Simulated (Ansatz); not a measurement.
# A thicker film of CeO2 (111) from four thinner ones

In a field along its normal an insulating film takes a dipole p. Written as a length, p/(ε₀AE), it should grow by 1 − 1/ε for each ångström added.

Set-up. Ansatz 0.2.0, plane waves with PAW datasets (its set soft_2), PBEsol; fluorite films relaxed at a bulk in-plane lattice constant near the measured one, then held in weak fields of both signs with a dipole correction (A is the cell's area, E the outer field).

| run | distance between the outer atoms (Å) | p/(ε₀AE) (Å) |
| --- | --- | --- |
| 2 units | 4.553 | 5.514 |
| 3 units | 7.666 | 8.229 |
| 4 units | 10.775 | 10.941 |
| 5 units | 13.884 | 13.650 |
| 6 units | 16.993 | ? |

Q: Estimate the withheld value from the rows shown.

A least-squares line through the 4 rows shown has slope 0.8720 and intercept 1.5441; no row lies more than 0.001 Å off it. That slope means ε = 1/(1 − 0.8720) = 7.81. At 16.993 it gives 0.8720 × 16.993 + 1.5441 = 16.362 Å, beyond the rows fitted. Rounding and scatter of the rows alone allow about ±0.002 Å there.

The run itself gives 16.361 Å: a miss of −0.001 Å, or 0.0 % of the value. The length is met to within 1 %, though ε is more sensitive than the length: the two thickest films give ε = 7.81.

**Limits.** This is the electronic response alone. A unit is one step of the cut along the normal (a plane, a pair of planes or a cell), and the layers relax along it, away from their bulk spacing where the functional's lattice constant differs from the one held.
